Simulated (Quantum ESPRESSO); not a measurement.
# Fe3PO7 (Grattarolaite): parallel and opposed starts, part 2 of 2

Aim: find out which collinear order of Fe3PO7 (Grattarolaite) costs least.

Quantum ESPRESSO 7.5; LDA; plane waves with GBRV 1.5 LDA potentials, no spin-orbit coupling.

So far: Starting point; Run 1, typed as ferro +++.

### 3. Run 2, typed as ferri ++−

File pw.in:

```
&CONTROL
  calculation = 'scf'
  prefix = 'pwscf'
  outdir = './tmp'
  pseudo_dir = './pseudo'
  disk_io = 'nowf'
/
&SYSTEM
  ibrav = 0
  nat = 11
  ntyp = 4
  ecutwfc = 40
  ecutrho = 280
  nbnd = 64
  occupations = 'smearing'
  smearing = 'fd'
  degauss = 0.00367493
  nspin = 2
  starting_magnetization(1) = 0.25
  starting_magnetization(2) = -0.25
  starting_magnetization(3) = 0
  starting_magnetization(4) = 0
/
&ELECTRONS
  conv_thr = 2.2d-08
  electron_maxstep = 150
  mixing_beta = 0.3
/
ATOMIC_SPECIES
Fe1    55.8450 fe_lda_v1.5.uspp.F.UPF
Fe2    55.8450 fe_lda_v1.5.uspp.F.UPF
P      30.9738 p_lda_v1.5.uspp.F.UPF
O      15.9990 o_lda_v1.2.uspp.F.UPF
CELL_PARAMETERS angstrom
   4.0030000000    2.3111331276    2.2876666667
  -4.0030000000    2.3111331276    2.2876666667
   0.0000000000   -4.6222662551    2.2876666667
ATOMIC_POSITIONS crystal
Fe1     0.5395000000    0.1485000000    0.5395000000
Fe1     0.5395000000    0.5395000000    0.1485000000
Fe2     0.1485000000    0.5395000000    0.5395000000
P       0.0000000000    0.0000000000    0.0000000000
O       0.2289000000    0.2289000000    0.2289000000
O       0.3895000000    0.7668000000    0.3895000000
O       0.3895000000    0.3895000000    0.7668000000
O       0.7668000000    0.3895000000    0.3895000000
O       0.8330000000    0.1440000000    0.8330000000
O       0.8330000000    0.8330000000    0.1440000000
O       0.1440000000    0.8330000000    0.8330000000
K_POINTS automatic
4 4 4 0 0 0
```

Started as:

```bash
$ OMP_NUM_THREADS=1 mpirun -n 4 pw.x -nk 4 -in pw.in > pw.out
```

The log of the run:

```text
[banner, memory and clock lines left out]
Program PWSCF v.7.5 starts

     Message from routine setup:
     using ibrav=0 with symmetry is DISCOURAGED, use correct ibrav instead

     bravais-lattice index     =            0
     lattice parameter (alat)  =       9.7461  a.u.
     unit-cell volume          =     856.9414 (a.u.)^3
     number of atoms/cell      =           11
     number of atomic types    =            4
     number of electrons       =        95.00
     number of Kohn-Sham states=           64
     kinetic-energy cutoff     =      40.0000  Ry
     charge density cutoff     =     280.0000  Ry
     scf convergence threshold =      2.2E-08
     mixing beta               =       0.3000
     number of iterations used =            8  plain     mixing
     Exchange-correlation= SLA  PZ   NOGX NOGC
                           (   1   1   0   0   0   0   0)

     celldm(1)=   9.746072  celldm(2)=   0.000000  celldm(3)=   0.000000
     celldm(4)=   0.000000  celldm(5)=   0.000000  celldm(6)=   0.000000

     crystal axes: (cart. coord. in units of alat)
               a(1) = (   0.776166   0.448120   0.443570 )
               a(2) = (  -0.776166   0.448120   0.443570 )
               a(3) = (   0.000000  -0.896240   0.443570 )

     reciprocal axes: (cart. coord. in units 2 pi/alat)
               b(1) = (  0.644192  0.371924  0.751479 )
               b(2) = ( -0.644192  0.371924  0.751479 )
               b(3) = (  0.000000 -0.743849  0.751479 )

     PseudoPot. # 1 for Fe read from file:
     fe_lda_v1.5.uspp.F.UPF
     Pseudo is Ultrasoft + core correction, Zval = 16.0

     PseudoPot. # 2 for Fe read from file:
     fe_lda_v1.5.uspp.F.UPF
     Pseudo is Ultrasoft + core correction, Zval = 16.0

     PseudoPot. # 3 for P  read from file:
     p_lda_v1.5.uspp.F.UPF
     Pseudo is Ultrasoft + core correction, Zval =  5.0

     PseudoPot. # 4 for O  read from file:
     o_lda_v1.2.uspp.F.UPF
     Pseudo is Ultrasoft + core correction, Zval =  6.0

     atomic species   valence    mass     pseudopotential
     Fe1              16.00    55.84500     Fe( 1.00)
     Fe2              16.00    55.84500     Fe( 1.00)
     P                 5.00    30.97380     P ( 1.00)
     O                 6.00    15.99900     O ( 1.00)

     Starting magnetic structure
     atomic species   magnetization
     Fe1             0.250
     Fe2            -0.250
     P               0.000
     O               0.000

      2 Sym. Ops. (no inversion) found

   Cartesian axes

     site n.     atom                  positions (alat units)
         1        Fe1    tau(   1) = (   0.3034811  -0.1752149   0.5444820  )
         2        Fe1    tau(   2) = (   0.0000000   0.3504298   0.5444820  )
         3        Fe2    tau(   3) = (  -0.3034811  -0.1752149   0.5444820  )
         4        P      tau(   4) = (   0.0000000   0.0000000   0.0000000  )
         5        O      tau(   5) = (   0.0000000   0.0000000   0.3045994  )
         6        O      tau(   6) = (  -0.2928476   0.1690756   0.6856703  )
         7        O      tau(   7) = (   0.0000000  -0.3381513   0.6856703  )
         8        O      tau(   8) = (   0.2928476   0.1690756   0.6856703  )
         9        O      tau(   9) = (   0.5347787  -0.3087546   0.8028614  )
        10        O      tau(  10) = (  -0.0000000   0.6175092   0.8028614  )
        11        O      tau(  11) = (  -0.5347787  -0.3087546   0.8028614  )

     number of k points=    24  Fermi-Dirac smearing, width (Ry)=  0.0037
                       cart. coord. in units 2pi/alat
        k(    1) = (   0.0000000   0.0000000   0.0000000), wk =   0.0156250
        k(    2) = (   0.0000000  -0.1859621   0.1878697), wk =   0.0625000
        k(    3) = (   0.0000000   0.3719243  -0.3757394), wk =   0.0312500
        k(    4) = (  -0.1610479  -0.0929811   0.3757394), wk =   0.0312500
        k(    5) = (  -0.1610479   0.4649053  -0.1878697), wk =   0.0625000
        [... 19 further k-points ...]

     Dense  grid:    67667 G-vectors     FFT dimensions: (  54,  54,  54)

     Smooth grid:    29297 G-vectors     FFT dimensions: (  40,  40,  40)

     Check: negative core charge=   -0.000028
     Generating pointlists ...
     new r_m :   0.1513 (alat units)  1.4747 (a.u.) for type    1
     new r_m :   0.1513 (alat units)  1.4747 (a.u.) for type    2
     new r_m :   0.1201 (alat units)  1.1707 (a.u.) for type    3
     new r_m :   0.1201 (alat units)  1.1707 (a.u.) for type    4

     Initial potential from superposition of free atoms

     starting charge      91.9998, renormalised to      95.0000
     Starting wfcs are   71 randomized atomic wfcs

     Self-consistent Calculation

     iteration #  1     ecut=    40.00 Ry     beta= 0.30
     Davidson diagonalization with overlap
     ethr =  1.00E-02,  avg # of iterations =  4.9

     total energy              =    -992.24417722 Ry
     estimated scf accuracy    <       2.05115163 Ry

     total magnetization       =     5.00 Bohr mag/cell
     absolute magnetization    =    13.50 Bohr mag/cell

     iteration #  2     ecut=    40.00 Ry     beta= 0.30
     Davidson diagonalization with overlap
     ethr =  2.16E-03,  avg # of iterations =  2.0

     total energy              =    -992.46212606 Ry
     estimated scf accuracy    <       1.33271007 Ry

     total magnetization       =     4.03 Bohr mag/cell
     absolute magnetization    =    10.45 Bohr mag/cell

     [... further iterations left out ...]

     iteration # 13     ecut=    40.00 Ry     beta= 0.30
     Davidson diagonalization with overlap
     ethr =  2.66E-10,  avg # of iterations =  2.0

     total energy              =    -992.69334006 Ry
     estimated scf accuracy    <       0.00000005 Ry

     total magnetization       =     4.99 Bohr mag/cell
     absolute magnetization    =    12.66 Bohr mag/cell

     iteration # 14     ecut=    40.00 Ry     beta= 0.30
     Davidson diagonalization with overlap
     ethr =  4.88E-11,  avg # of iterations =  1.1

     Magnetic moment per site  (integrated on atomic sphere of radius R)
     atom   1 (R=0.151)  charge= 12.7993  magn=  3.5053
     atom   2 (R=0.151)  charge= 12.7993  magn=  3.5053
     atom   3 (R=0.151)  charge= 12.8122  magn= -3.3358
     atom   4 (R=0.120)  charge=  0.8237  magn=  0.0052
     atom   5 (R=0.120)  charge=  4.1176  magn=  0.0642
     atom   6 (R=0.120)  charge=  4.0216  magn=  0.1252
     atom   7 (R=0.120)  charge=  4.0216  magn=  0.1252
     atom   8 (R=0.120)  charge=  4.0195  magn=  0.1335
     atom   9 (R=0.120)  charge=  4.1415  magn=  0.1171
     atom  10 (R=0.120)  charge=  4.1415  magn=  0.1171
     atom  11 (R=0.120)  charge=  4.1415  magn= -0.0713

     End of self-consistent calculation

     [... lines left out ...]
     the Fermi energy is     7.4010 ev

!    total energy              =    -992.69334007 Ry
     estimated scf accuracy    <          7.1E-09 Ry
     smearing contrib. (-TS)   =      -0.00021465 Ry
     internal energy E=F+TS    =    -992.69312542 Ry

     The total energy is F=E-TS. E is the sum of the following terms:
     one-electron contribution =    -654.30669969 Ry
     hartree contribution      =     366.50710107 Ry
     xc contribution           =    -142.97461225 Ry
     ewald contribution        =    -561.91891455 Ry

     total magnetization       =     4.99 Bohr mag/cell
     absolute magnetization    =    12.66 Bohr mag/cell

     convergence has been achieved in  14 iterations
```

It took 66 s on 4 MPI ranks of Arm Neoverse V2, shared host; peak memory 0.9 GiB; 4.4 min of CPU time.

Spin moment in the atom's sphere by atom:

```
atom  spin moment in the atom's sphere (μB)
 Fe1                                   3.51
 Fe2                                   3.51
 Fe3                                  -3.34
  P4                                   0.01
  O5                                   0.06
  O6                                   0.13
  O7                                   0.13
  O8                                   0.13
  O9                                   0.12
 O10                                   0.12
 O11                                  -0.07
```

Numbers from this step:

* smearing term TS: 0.002920 eV
* magnetization: 4.987 μB
* absolute magnetization: 12.66 μB
* final state: ferrimagnetic

### 4. The states side by side

An order is kept where moments of 0.15 μB or more survive with the typed signs; meshes match where a doubled cell samples the same k points as the first cell.

Ferrimagnetic means that a moment over 0.15 μB on a transition or rare-earth metal, induced ones included, opposes the net moment. Orders:

```
    start    final state  typed order kept  energy over the lowest (meV a seeded atom)  largest site moment (μB)  net moment (μB a cell of the first run)  mesh matched  CPU time (s)
ferro +++  ferromagnetic               yes                                       373.2                     3.623                                    14.67           yes         173.7
ferri ++-  ferrimagnetic               yes                                           0                     3.505                                    4.987           yes         262.9
```

### 5. What came out

| Property | Result |
| --- | --- |
| lowest state found | ferrimagnetic (from ferri ++-) |
| largest site moment | 3.51 μB |
| next state with moments | ferromagnetic, 373 meV a seeded atom higher |

In words: This is the lowest of 2 collinear or spinless starts, no proof of the ground state. A computed site moment is spin alone and hangs on the region that is counted: the program's spheres do not touch and miss the tail of the moment. Measured moments hold any orbital part as well, and belong to the order of the sample, which need not be the order of this run. No Hubbard term acts here. In such compounds local and semilocal functionals without one often delocalise the d electrons, and can shrink or lose moments and miss the size, sign and order of the couplings.

Calculation against experiment:

```
        quantity  measured   in the sphere
moment (Fe) (μB)       4.3  3.51 (-18.5 %)
```

Measured values from arxiv:1910.08818 (2019).

**Verdict.** The moment is off by -18.5 %. No cell relaxation is part of this session.

[Logs and program files are shortened in this print: banners, set-up blocks, solver, clock and traceback lines can be left out without a mark of their own.]

[Logs are printed without paths, hosts, clocks, repeated set-up lines and the standing remarks that a program may print on its own settings, such as how far it seeks lower states.]

[Hosts, paths, dates, database ids (printed as entryN), source tags and the programs' standing remarks are cut or masked in the printed files.]

[Where a cell is said to come from a database of computed structures, the database is the Materials Project.]
